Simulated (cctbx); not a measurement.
## Accept or mend?

Cell a = 10.0820 Å, b = 10.0820 Å, c = 6.5430 Å, α = 90.00°, β = 90.00°, γ = 120.00°; space group P6_3 (no. 173). The compound is Dy3CoSnTe4Se3.

The data are simulated with cctbx, not measured: Mo Kα, λ = 0.71073 Å, to d = 0.77 Å, 70 % of the full sphere, strongest reflection 5000 counts, noise from counting, a 3 % proportional error and a noise floor of 2 counts (s.d.); no absorption.

An anisotropic refinement with weights 1/σ² prints:

```text
Rint 0.043, 891 unique reflections to 0.77 A
cycle     R1     wR2    GooF  max shift (A)
   1  0.1811  0.4172  10.884   0.01431
   3  0.0759  0.2217   5.784   0.00000
final R1 0.0759 wR2 0.2217 GooF 5.784  parameters 36  data/parameter 24.8
atom        x        y        z      Ueq    occ   su(xyz)  su(Uiso or U11)
Dy1    0.63065  0.78557  0.18787   0.0044  1.000  0.00040  0.0009
Te1    0.66667  0.33333  0.48496   0.0025  1.000  0.00063  0.0014
Se1    0.48366  0.91993  0.45570  -0.0145  1.000  0.00053  0.0011  NPD
Sn1    0.66667  0.33333  0.10276  -0.0009  1.000  0.00067  0.0013  NPD
Te2    0.90211  0.77130  0.27541   0.0242  1.000  0.00068  0.0021
Co1    0.00000  0.00000  0.52057   0.0041  1.000  0.00156  0.0028
difference map: max 15.75 min -8.72 rms 1.64
Q1    0.0819  0.5645  0.4619    6   16.16  0.04 A from Se1
Q2    0.1597  0.3953  0.1819    6    6.47  0.24 A from Dy1
Q3    0.0000  0.0000  0.4768    2    5.59  0.29 A from Co1
Q4    0.1052  0.5805  0.9596    6    3.97  1.70 A from Se1
Q5    0.3333  0.6667  0.9797    2    3.96  0.03 A from Te1
Q6    0.0505  0.2830  0.6798    6    3.77  1.09 A from Te2
```

**Question.** Can this result stand? If not, what is the likely fault?

Mend it. The fault: elements exchanged: Te2 is Se and Se1 is Te. Against the right model at the same level, R1 goes from 0.0152 to 0.0759 and GooF from 0.92 to 5.78, U of Se1 shrinks from 0.0053 to -0.0145 Å², U of Te2 swells from 0.0040 to 0.0242 Å², the top difference peak, 16.2 e/Å³, lies on Se1 and Se1 and Sn1 go non-positive-definite. Te2 has 18 electrons too many and its U swells to shed them, as expected; Se1 has 18 electrons too few and its U shrinks to make up, as expected.

The compound is Dy3CoSnTe4Se3. The right model at the same level gives:

```text
Rint 0.043, 891 unique reflections to 0.77 A
cycle     R1     wR2    GooF  max shift (A)
   1  0.0186  0.0441   1.151   0.00123
   2  0.0152  0.0354   0.923   0.00001
final R1 0.0152 wR2 0.0354 GooF 0.923  parameters 36  data/parameter 24.8
atom        x        y        z      Ueq    occ   su(xyz)  su(Uiso or U11)
Dy1    0.63050  0.78536  0.18806   0.0068  1.000  0.00006  0.0002
Te1    0.66667  0.33333  0.48496   0.0042  1.000  0.00010  0.0002
Te2    0.48340  0.91949  0.45617   0.0053  1.000  0.00007  0.0002
Sn1    0.66667  0.33333  0.10236   0.0022  1.000  0.00011  0.0002
Se1    0.90280  0.77026  0.27547   0.0040  1.000  0.00012  0.0003
Co1    0.00000  0.00000  0.51982   0.0060  1.000  0.00026  0.0004
Flack x: -0.035(17)
Hooft y: -0.014(17)  Bijvoet pairs: 405
difference map: max 0.81 min -0.75 rms 0.21
Q1    0.1482  0.5358  0.1143    6    0.81  1.78 A from Dy1
Q2    0.3333  0.6667  0.3053    2    0.74  1.94 A from Sn1
Q3    0.0940  0.8122  0.5151    6    0.73  1.88 A from Se1
Q4    0.0406  0.9321  0.0267    6    0.70  0.96 A from Co1
Q5    0.0018  0.4243  0.5950    6    0.65  1.52 A from Te2
Q6    0.0848  0.3838  0.2109    6    0.63  0.80 A from Dy1
```

The model is made up (kin elements in a known structure type, no relaxation), so it says nothing on whether the phase exists.

[Middle refinement cycles are left out of these outputs.]

[Logs are printed without paths, hosts, clocks, repeated set-up lines and the standing remarks that a program may print on its own settings, such as how far it seeks lower states.]
